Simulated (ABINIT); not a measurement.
# CsPbI2Br (P4/mmm): a self-consistent loop beyond G0W0, cycle by cycle

How far does self-consistency move the gap of CsPbI2Br (P4/mmm)?

Program: ABINIT 10.8.3. Level of theory: PBE and many-body steps on it, plane waves. Results are calculated unless marked as measured.

### 1. The structure

Symmetry: P4/mmm, No. 123, tetragonal system. Conventional cell: a = 6.375 Å, b = 6.375 Å, c = 5.962 Å, α = 90.00°, β = 90.00°, γ = 90.00°. Nearest to Cs lie 8 I at 4.36 Å and 4 Br at 4.51 Å. Nearest to Pb lie 2 Br at 2.98 Å and 4 I at 3.19 Å. I has 2 Pb at 3.19 Å and 4 Cs at 4.36 Å nearest. Nearest to Br lie 2 Pb at 2.98 Å and 4 Cs at 4.51 Å. Farther neighbours and most contacts between anions are not listed.

The cell and positions are those that the Materials Project relaxed with its own functionals (PBE, PBE+U or r2SCAN), kept fixed. Spin-orbit coupling is left out unless a step names it.

### 2. Empty states on the mesh, 2×2×2 mesh, 299 bands

This step: ABINIT 10.8.3; DFT, PBE, plane waves, norm-conserving pseudopotentials.

The sums over transitions need many empty states on a uniform mesh; this step solves for them.

Contents of run.abi:

```
acell 3*1.0 Angstrom
rprim 
  6.375296000000 0.000000000000 0.000000000000
  0.000000000000 6.375296000000 0.000000000000
  0.000000000000 0.000000000000 5.962220000000
ntypat 4
znucl 55 82 53 35
natom 5
typat 1 2 3 3 4
xred 
  0.500000000000 0.500000000000 0.500000000000
  0.000000000000 0.000000000000 0.000000000000
  0.000000000000 0.500000000000 0.000000000000
  0.500000000000 0.000000000000 0.000000000000
  0.000000000000 0.000000000000 0.500000000000
pp_dirpath "pseudos"
pseudos "Cs.upf, Pb.upf, I.upf, Br.upf"
ecut 34
ngkpt 2 2 2
nshiftk 1
shiftk 0 0 0
kptopt 1
chksymbreak 0
iscf -2
irdden 1
istwfk *1
nband 299
nbdbuf 26
tolwfr 1e-09
nstep 60
prtvol 0
indata_prefix "in"
outdata_prefix "out"
tmpdata_prefix "tmp"
```

Launch:

```console
OMP_NUM_THREADS=1 mpirun -n 8 abinit run.abi > log
```

Numbers of over 12 decimals in the logs are rounded to 6 here.

Log:

```text
.Version 10.8.3 of ABINIT. v10.8.2 released Aug 2026.

 Symmetries : space group P4/m m m (#123); Bravais tP (primitive tetrag.)
[... echo of the input left out ...]
== DATASET  1 ==================================================================
-   mpi_nproc: 8, omp_nthreads: 1 (-1 if OMP is not activated)
-    --> not optimal distribution: autoparal keyword recommended in input file <--

--- !DatasetInfo
iteration_state: {dtset: 1, }
dimensions: {natom: 5, nkpt: 6, mband: 299, nsppol: 1, nspinor: 1, nspden: 1, mpw: 15544, }
cutoff_energies: {ecut:  34.0, pawecutdg:  -1.0, }
[...]
1.92963    1.93540    1.93598    1.94599    1.94599    1.94870    1.95220    1.95626
   1.95713    1.96408    1.97025    1.98178    1.98224    1.99323    1.99334    1.99738
   2.00775    2.02481    2.02730
 prteigrs : prtvol=0 or 1, do not print more k-points.

== END DATASET(S) ==============================================================
================================================================================

 -outvars: echo values of variables after computation  --------
            nband         299
             nkpt           6
          spgroup         123
 [... the other variables as echoed above ...]

 Calculation completed.
```

It took 5.2 min on 8 MPI ranks of AMD EPYC 9R45, shared host; peak memory 1.3 GiB; 42 min of CPU time.

Numbers from this step:

```yaml
gap: 1.485 eV
k_of_the_valence_top: 0.5, 0.5, 0.5
k_of_the_conduction_bottom: 0.5, 0.5, 0.5
least_direct_gap: 1.485 eV
k_points_computed: 6
lowest_point_of_the_top_converged_band_above_the_valence_top: 48.67 eV
```

On this mesh the gap is 1.485 eV.

The density comes from a self-consistent run that is not shown.

### 3. Screening, 2×2×2 mesh, 273 bands, screening to 106.1 eV

The RPA dielectric matrix is built and inverted for each q.

This step: RPA screening on PBE, plane waves, norm-conserving pseudopotentials.

Edit run.abi of step 2 so:

```diff
@@ -23,10 +23,11 @@
 chksymbreak 0
-iscf -2
-irdden 1
 istwfk *1
-nband 299
-nbdbuf 26
-tolwfr 1e-09
-nstep 60
-prtvol 0
+occopt 1
+irdwfk 1
+optdriver 3
+nband 273
+ecuteps 3.9
+inclvkb 2
+awtr 1
+symchi 1
 indata_prefix "in"
```

Log:

```text
.Version 10.8.3 of ABINIT. v10.8.2 released Aug 2026.

 Symmetries : space group P4/m m m (#123); Bravais tP (primitive tetrag.)
[... echo of the input left out ...]
== DATASET  1 ==================================================================
-   mpi_nproc: 8, omp_nthreads: 1 (-1 if OMP is not activated)

--- !DatasetInfo
iteration_state: {dtset: 1, }
dimensions: {natom: 5, nkpt: 6, mband: 273, nsppol: 1, nspinor: 1, nspden: 1, mpw: 15544, }
cutoff_energies: {ecut:  34.0, pawecutdg:  -1.0, }
electrons: {nelect:   9.80000000E+01, charge:   0.00000000E+00, occopt:   1.00000000E+00, tsmear:   1.00000000E-02, }

 SCREENING: Calculation of the susceptibility and dielectric matrices

 Based on a program developped by R.W. Godby, V. Olevano, G. Onida, and L. Reining.
 Incorporated in ABINIT by V. Olevano, G.-M. Rignanese, and M. Torrent.
.Using double precision arithmetic ; gwpc =  8

[... cell and pseudopotentials left out ...]
--------------------------------------------------------------------------------

 ==== K-mesh for the wavefunctions ====
 Number of points in the irreducible wedge :     6
[... list of points left out ...]
 Together with 16 symmetry operations and time-reversal symmetry
 yields     8 points in the full Brillouin Zone.

 ==== Q-mesh for the screening function ====
 Number of points in the irreducible wedge :     6
[... list of points left out ...]
 Together with 16 symmetry operations and time-reversal symmetry
 yields     8 points in the full Brillouin Zone.

 setmesh: FFT mesh size selected  =    45x   45x   40
          total number of points  =        81000

 vcoul_init : cutoff-mode = AUXILIARY_FUNCTION
 q-points for optical limit:   1
     1)      0.000010    0.000020    0.000030

- screening: taking advantage of time-reversal symmetry
- Maximum band index for partially occupied states nbvw = 49
- Remaining bands to be divided among processors   nbcw = 224
- Number of bands treated by each node ~28

 Number of electrons calculated from density =   98.0000; Expected =   98.0000
 average of density, n =  0.059927
 r_s =    1.5852
 omega_plasma =   23.6138 [eV]

 calculating chi0 at frequencies [eV] :
  1    0.000000E+00    0.000000E+00
  2    0.000000E+00    2.361381E+01

--------------------------------------------------------------------------------
  q-point number  1        q = ( 0.000000, 0.000000, 0.000000) [r.l.u.]
--------------------------------------------------------------------------------
[... chi0 elements left out ...]
 For q-point:  0.000010 0.000020 0.000030
  dielectric constant =   9.8423
  dielectric constant without local fields =  11.1931

  Average fulfillment of the sum rule on Im[epsilon] for q-point    1 :     59.88  [%]
[... wings left out ...]
  q-point number  2        q = ( 0.500000, 0.000000, 0.000000) [r.l.u.]
--------------------------------------------------------------------------------
[... chi0 elements left out ...]
  Average fulfillment of the sum rule on Im[epsilon] for q-point    2 :     64.82  [%]

 [... 4 further q-points ...]
```

The job ended after 2.6 min (8 MPI ranks; peak memory 7.1 GiB; 21 min of CPU time).

This step gave:

- ε∞ with local fields, on this mesh, along the program's q direction: 9.842
- the same without local fields: 11.19
- plasma frequency: 23.61 eV
- plane waves in the screening matrix: 603

Local fields lower ε∞ by 12 %. On a Γ-centred mesh this coarse the value itself is usually too large, while a short band sum pulls it down.

### 4. G0W0

The self-energy is evaluated for the states that the input lists, and the levels follow from it, in one-shot runs by the linearised quasiparticle equation.

This step: G0W0 on PBE, plane waves, norm-conserving pseudopotentials.

Edit run.abi of step 3 so:

```diff
@@ -26,8 +26,17 @@
 irdwfk 1
-optdriver 3
+optdriver 4
 nband 273
+gwcalctyp 0
+ecutsigx 34
+symsigma 1
+nkptgw 2
+kptgw 
+  0.5000000000 0.5000000000 0.5000000000
+  0.0000000000 0.0000000000 0.0000000000
+bdgw 
+  48 51
+  48 51
 ecuteps 3.9
-inclvkb 2
-awtr 1
-symchi 1
+irdscr 1
+ppmodel 1
 indata_prefix "in"
```

Log:

```text
.Version 10.8.3 of ABINIT. v10.8.2 released Aug 2026.

 Symmetries : space group P4/m m m (#123); Bravais tP (primitive tetrag.)
[... echo of the input left out ...]
== DATASET  1 ==================================================================
-   mpi_nproc: 8, omp_nthreads: 1 (-1 if OMP is not activated)

--- !DatasetInfo
iteration_state: {dtset: 1, }
dimensions: {natom: 5, nkpt: 6, mband: 273, nsppol: 1, nspinor: 1, nspden: 1, mpw: 15544, }
cutoff_energies: {ecut:  34.0, pawecutdg:  -1.0, }
electrons: {nelect:   9.80000000E+01, charge:   0.00000000E+00, occopt:   1.00000000E+00, tsmear:   1.00000000E-02, }

 SIGMA: Calculation of the GW corrections

 Based on a program developped by R.W. Godby, V. Olevano, G. Onida, and L. Reining.
 Incorporated in ABINIT by V. Olevano, G.-M. Rignanese, and M. Torrent.
.Using double precision arithmetic ; gwpc =  8

[... cell and pseudopotentials left out ...]
--------------------------------------------------------------------------------

 ==== K-mesh for the wavefunctions ====
 Number of points in the irreducible wedge :     6
[... list of points left out ...]
 Together with 16 symmetry operations and time-reversal symmetry
 yields     8 points in the full Brillouin Zone.

 ==== Q-mesh for screening function ====
 Number of points in the irreducible wedge :     6
[... list of points left out ...]
 Together with 16 symmetry operations and time-reversal symmetry
 yields     8 points in the full Brillouin Zone.

 vcoul_init : cutoff-mode = AUXILIARY_FUNCTION
 q-points for optical limit:   1
     1)      0.000010    0.000020    0.000030
 setmesh: FFT mesh size selected  =    64x   64x   60
          total number of points  =       245760

 Number of electrons calculated from density =   98.0000; Expected =   98.0000
 average of density, n =  0.059927
 r_s =    1.5852
 omega_plasma =   23.6138 [eV]

 === KS Band Gaps ===
  >>>> For spin  1
   Minimum direct gap =   1.4850 [eV], located at k-point      :   0.5000  0.5000  0.5000
   Fundamental gap    =   1.4850 [eV], Top of valence bands at :   0.5000  0.5000  0.5000
                                       Bottom of conduction at :   0.5000  0.5000  0.5000
 SIGMA fundamental parameters:
 PLASMON POLE MODEL  1
 number of plane-waves for SigmaX                15485
 number of plane-waves for SigmaC and W            603
 number of plane-waves for wavefunctions         15485
 number of bands                                   273
 number of independent spin polarizations            1
 number of spinorial components                      1
 number of k-points in IBZ                           6
 number of q-points in IBZ                           6
 number of symmetry operations                      16
 number of k-points in BZ                            8
 number of q-points in BZ                            8
 number of frequencies for dSigma/dE                 9
 frequency step for dSigma/dE [eV]                0.25
 number of omega for Sigma on real axis              0
 max omega for Sigma on real axis  [eV]           0.00
 zcut for avoiding poles [eV]                     0.10

 EPSILON^-1 parameters (SCR file):
 dimension of the eps^-1 matrix on file            603
 dimension of the eps^-1 matrix used               603
 number of plane-waves for wavefunctions         15485
 number of bands                                   273
 number of q-points in IBZ                           6
 number of frequencies                               2
 number of real frequencies                          1
 number of imag frequencies                          1

 matrix elements of self-energy operator (all in [eV])

 Perturbative Calculation

--- !SelfEnergy_ee
iteration_state: {dtset: 1, }
kpoint     : [   0.500,    0.500,    0.500, ]
spin       : 1
KS_gap     :    1.485
QP_gap     :    2.551
Delta_QP_KS:    1.066
data: !SigmaeeData |
     Band     E0 <VxcDFT>   SigX SigC(E0)      Z dSigC/dE  Sig(E)    E-E0       E
       48   1.529 -13.323 -16.141   2.040   0.790  -0.266 -13.938  -0.615   0.914
       49   2.392 -14.634 -16.789   1.538   0.798  -0.253 -15.126  -0.492   1.900
       50   3.877 -10.437  -6.670  -3.060   0.811  -0.233  -9.863   0.574   4.451
       51   3.877 -10.437  -6.670  -3.060   0.811  -0.233  -9.863   0.574   4.451

--- !SelfEnergy_ee
iteration_state: {dtset: 1, }
kpoint     : [   0.000,    0.000,    0.000, ]
spin       : 1
KS_gap     :    4.435
QP_gap     :    5.300
Delta_QP_KS:    0.864
data: !SigmaeeData |
     Band     E0 <VxcDFT>   SigX SigC(E0)      Z dSigC/dE  Sig(E)    E-E0       E
       48   1.118 -13.026 -16.044   2.116   0.788  -0.269 -13.736  -0.711   0.407
       49   1.118 -13.026 -16.044   2.116   0.788  -0.269 -13.736  -0.711   0.407
       50   5.553  -6.170  -2.807  -3.179   0.839  -0.192  -6.016   0.154   5.707
       51   6.453  -6.173  -2.737  -3.121   0.839  -0.193  -5.909   0.265   6.717

== END DATASET(S) ==============================================================
================================================================================

 -outvars: echo values of variables after computation  --------
           etotal      0.0000000000E+00
            nband         273
             nkpt           6
          spgroup         123
 [... the other variables as echoed above ...]

 Calculation completed.
```

Wall time 27 s (8 MPI ranks); peak memory 4.6 GiB.

Numbers from this step:

```yaml
g0w0_gap_on_the_points_computed: 2.551 eV
starting_gap_on_the_mesh: 1.485 eV
k_of_the_valence_top: 0.5, 0.5, 0.5
k_of_the_conduction_bottom: 0.5, 0.5, 0.5
z_at_the_valence_top: 0.798
z_at_the_conduction_bottom: 0.811
least_direct_g0w0_gap_on_the_computed_points: 2.551 eV
```

The gap on the mesh goes from 1.48 eV to 2.55 eV, a correction of +1.07 eV.

### 5. evGW0, cycle 1

This step: evGW0 on PBE, plane waves, norm-conserving pseudopotentials.

Edit run.abi of step 4 so:

```diff
@@ -28,12 +28,20 @@
 nband 273
-gwcalctyp 0
+gwcalctyp 10
 ecutsigx 34
 symsigma 1
-nkptgw 2
+nkptgw 6
 kptgw 
+  0.0000000000 0.0000000000 0.0000000000
+  0.5000000000 0.0000000000 0.0000000000
+  0.5000000000 0.5000000000 0.0000000000
+  0.0000000000 0.0000000000 0.5000000000
+  0.5000000000 0.0000000000 0.5000000000
   0.5000000000 0.5000000000 0.5000000000
-  0.0000000000 0.0000000000 0.0000000000
 bdgw 
-  48 51
-  48 51
+  37 55
+  37 55
+  37 55
+  37 55
+  37 55
+  37 55
 ecuteps 3.9
```

Log:

```text
.Version 10.8.3 of ABINIT. v10.8.2 released Aug 2026.

 Symmetries : space group P4/m m m (#123); Bravais tP (primitive tetrag.)
[... echo of the input left out ...]
== DATASET  1 ==================================================================
-   mpi_nproc: 8, omp_nthreads: 1 (-1 if OMP is not activated)

--- !DatasetInfo
iteration_state: {dtset: 1, }
dimensions: {natom: 5, nkpt: 6, mband: 273, nsppol: 1, nspinor: 1, nspden: 1, mpw: 15544, }
cutoff_energies: {ecut:  34.0, pawecutdg:  -1.0, }
electrons: {nelect:   9.80000000E+01, charge:   0.00000000E+00, occopt:   1.00000000E+00, tsmear:   1.00000000E-02, }

 SIGMA: Calculation of the GW corrections

 Based on a program developped by R.W. Godby, V. Olevano, G. Onida, and L. Reining.
 Incorporated in ABINIT by V. Olevano, G.-M. Rignanese, and M. Torrent.
.Using double precision arithmetic ; gwpc =  8

[... cell and pseudopotentials left out ...]
--------------------------------------------------------------------------------

 ==== K-mesh for the wavefunctions ====
 Number of points in the irreducible wedge :     6
[... list of points left out ...]
 Together with 16 symmetry operations and time-reversal symmetry
 yields     8 points in the full Brillouin Zone.

 ==== Q-mesh for screening function ====
 Number of points in the irreducible wedge :     6
[... list of points left out ...]
 Together with 16 symmetry operations and time-reversal symmetry
 yields     8 points in the full Brillouin Zone.

 vcoul_init : cutoff-mode = AUXILIARY_FUNCTION
 q-points for optical limit:   1
     1)      0.000010    0.000020    0.000030
 setmesh: FFT mesh size selected  =    64x   64x   60
          total number of points  =       245760

 Number of electrons calculated from density =   98.0000; Expected =   98.0000
[...]
KS_gap     :    2.396
QP_gap     :    3.674
Delta_QP_KS:    1.277
data: !SigmaeeData |
     Band     E_DFT   <VxcDFT>   E(N-1)  <Hhartree>   SigX  SigC[E(N-1)]    Z     dSigC/dE  Sig[E(N)]  DeltaE  E(N)_pert E(N)_diago
[...]
--- !SelfEnergy_ee
iteration_state: {dtset: 1, }
kpoint     : [   0.500,    0.500,    0.500, ]
spin       : 1
KS_gap     :    1.485
QP_gap     :    2.551
Delta_QP_KS:    1.066
data: !SigmaeeData |
     Band     E_DFT   <VxcDFT>   E(N-1)  <Hhartree>   SigX  SigC[E(N-1)]    Z     dSigC/dE  Sig[E(N)]  DeltaE  E(N)_pert E(N)_diago
[...]
54     7.462    -7.593     7.462    15.055    -3.575    -3.299     0.831    -0.203    -6.996     0.597     8.059     8.180
       55     7.462    -7.593     7.462    15.055    -3.575    -3.299     0.831    -0.203    -6.996     0.597     8.059     8.180

 New Fermi energy :        1.168800E-01 Ha ,    3.180466E+00 eV

 === QP Band Gaps ===
  >>>> For spin  1
   Minimum direct gap =   2.8089 [eV], located at k-point      :   0.5000  0.5000  0.5000
   Fundamental gap    =   2.8089 [eV], Top of valence bands at :   0.5000  0.5000  0.5000
                                       Bottom of conduction at :   0.5000  0.5000  0.5000

 writing QP data on file : out_QPS

 Convergence of QP corrections
 >>>>> For spin  1 <<<<<
.  kptgw no:  1; Maximum DeltaE = (   0.000   0.000) for band index:  2
.  kptgw no:  2; Maximum DeltaE = (   0.000   0.000) for band index:  2
.  kptgw no:  3; Maximum DeltaE = (  -1.214   0.001) for band index:  3
.  kptgw no:  4; Maximum DeltaE = (  -1.419   0.000) for band index:  8
.  kptgw no:  5; Maximum DeltaE = (  -0.756  -0.000) for band index:  7
.  kptgw no:  6; Maximum DeltaE = (  -0.703  -0.000) for band index:  3

== END DATASET(S) ==============================================================
================================================================================

 -outvars: echo values of variables after computation  --------
           etotal      0.0000000000E+00
            nband         273
             nkpt           6
          spgroup         123
 [... the other variables as echoed above ...]

 Calculation completed.
```

Elapsed: 5.8 min, on 8 MPI ranks; peak memory 7.7 GiB.

This step gave:

* quasiparticle gap on the mesh: 2.809 eV
* gap of the density functional on the mesh: 1.485 eV
* k of the valence top: 0.5, 0.5, 0.5
* k of the conduction bottom: 0.5, 0.5, 0.5
* Z at the valence top: 0.798
* Z at the conduction bottom: 0.811
* least direct quasiparticle gap on the computed points: 2.809 eV

Against G0W0 in ABINIT (2×2×2 mesh, 273 bands, screening to 106.1 eV, Godby-Needs plasmon pole), the gap moves by +0.258 eV. This first cycle still uses the starting levels; it takes the full correction, at all points of the mesh, and its linearised value is 2.551 eV.

### 6. evGW0, cycle 2

The corrected levels of the last cycle go back in.

Edit run.abi of step 5 so:

```diff
@@ -49,2 +49,3 @@
 ppmodel 1
+irdqps 1
 indata_prefix "in"
```

Log:

```text
.Version 10.8.3 of ABINIT. v10.8.2 released Aug 2026.

 Symmetries : space group P4/m m m (#123); Bravais tP (primitive tetrag.)
[... echo of the input left out ...]
== DATASET  1 ==================================================================
-   mpi_nproc: 8, omp_nthreads: 1 (-1 if OMP is not activated)

--- !DatasetInfo
iteration_state: {dtset: 1, }
dimensions: {natom: 5, nkpt: 6, mband: 273, nsppol: 1, nspinor: 1, nspden: 1, mpw: 15544, }
cutoff_energies: {ecut:  34.0, pawecutdg:  -1.0, }
[...]
.  kptgw no:  4; Maximum DeltaE = (   0.044  -0.000) for band index:  8
.  kptgw no:  5; Maximum DeltaE = (   0.036  -0.000) for band index:  7
.  kptgw no:  6; Maximum DeltaE = (   0.108  -0.000) for band index:  8

== END DATASET(S) ==============================================================
================================================================================

 -outvars: echo values of variables after computation  --------
           etotal      0.0000000000E+00
            nband         273
             nkpt           6
          spgroup         123
 [... the other variables as echoed above ...]

 Calculation completed.
```

Run time: 5.9 min. Hardware: 8 MPI ranks; peak memory 7.7 GiB.

This step gave:

```yaml
quasiparticle_gap_on_the_mesh: 2.701 eV
gap_of_the_density_functional_on_the_mesh: 1.485 eV
k_of_the_valence_top: 0.5, 0.5, 0.5
k_of_the_conduction_bottom: 0.5, 0.5, 0.5
least_direct_quasiparticle_gap_on_the_computed_points: 2.701 eV
```

Against the cycle before, the gap moves by −0.108 eV.

[end of part 1 of 3]

[Paths, hosts, dates, memory and timing lines, banners, echoed tables and standing remarks are left out of the program output.]

[Logs are printed without paths, hosts, clocks, repeated set-up lines and the standing remarks that a program may print on its own settings, such as how far it seeks lower states.]

[Runs of the session that timed out or met a known fault of the program may be left out.]

[Hosts, paths, dates, database ids (printed as entryN), source tags and the programs' standing remarks are cut or masked in the printed files.]

[G0W0 gaps are taken among the corrected bands and points alone; a level outside them can change the order at an edge.]

[Where Ansatz stands beside ABINIT at settings called matched, ABINIT's density can come from a denser mesh and the files from another edition; pairs whose starting gaps differed by over 0.03 eV were left out, so agreement reads better than it is.]
